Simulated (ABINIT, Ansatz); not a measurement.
An input for Ansatz 0.2.0 (NbInO4 (P2/c)):

```yaml
crystal:
  lattice:
    - [4.8355, 0.0, 0.0]
    - [0.0, 5.7709, 0.0]
    - [-0.1014445258, 0.0, 5.1429996119]
  atoms:
    - { symbol: Nb, position: [0.0, 0.1779, 0.25] }
    - { symbol: Nb, position: [0.0, 0.8221, 0.75] }
    - { symbol: In, position: [0.5, 0.6825, 0.25] }
    - { symbol: In, position: [0.5, 0.3175, 0.75] }
    - { symbol: O, position: [0.26, 0.618, 0.901] }
    - { symbol: O, position: [0.74, 0.618, 0.599] }
    - { symbol: O, position: [0.74, 0.382, 0.099] }
    - { symbol: O, position: [0.26, 0.382, 0.401] }
    - { symbol: O, position: [0.217, 0.898, 0.438] }
    - { symbol: O, position: [0.783, 0.898, 0.062] }
    - { symbol: O, position: [0.783, 0.102, 0.562] }
    - { symbol: O, position: [0.217, 0.102, 0.938] }
kpoints:
  mp_grid: { grid: [2, 2, 2] }
hamiltonian:
  xc: lda
  pseudopotentials: { kind: nc, accuracy: stringent }
scf:
  occupations: { method: fixed }
gw:
  n_empty_bands: 174
  ecut_chi: 141.5
  qp_bands: [v2, c2]
  qp_kpoints: [[0.5, 0.0, 0.0], [0.0, 0.5, 0.0], [0.0, 0.0, 0.0]]
  screening: { model: contour_deformation }
  pair_densities: pseudo
basis:
  ecutwfc: 1142.88
```

```sh
ansatz run input.yaml --threads 16 --pin off --max-ram 29491MiB --backend cpu --events-out ev --progress --plain --runs-dir out
```

**Question.** Estimate wall time and host memory on 16 threads of Arm Neoverse V2, shared host.

It took 23 s; on shared hardware allow 11 s to 45 s. Peak host memory was 3.2 GiB. The sizes that set the cost: 12583 plane waves a state, 8 irreducible k points, 539 plane waves in the screening and 10 SCF cycles.

The screening grows as filled bands × empty bands × pairs of k points, times the square of the screening basis for the matrix.

[Paths, hosts, dates, memory and timing lines, banners, echoed tables and standing remarks are left out of the program output.]

[Logs are printed without paths, hosts, clocks, repeated set-up lines and the standing remarks that a program may print on its own settings, such as how far it seeks lower states.]

[Runs of the session that timed out or met a known fault of the program may be left out.]

[Hosts, paths, dates, database ids (printed as entryN), source tags and the programs' standing remarks are cut or masked in the printed files.]

[G0W0 gaps are taken among the corrected bands and points alone; a level outside them can change the order at an edge.]

[Where Ansatz stands beside ABINIT at settings called matched, ABINIT's density can come from a denser mesh and the files from another edition; pairs whose starting gaps differed by over 0.03 eV were left out, so agreement reads better than it is.]
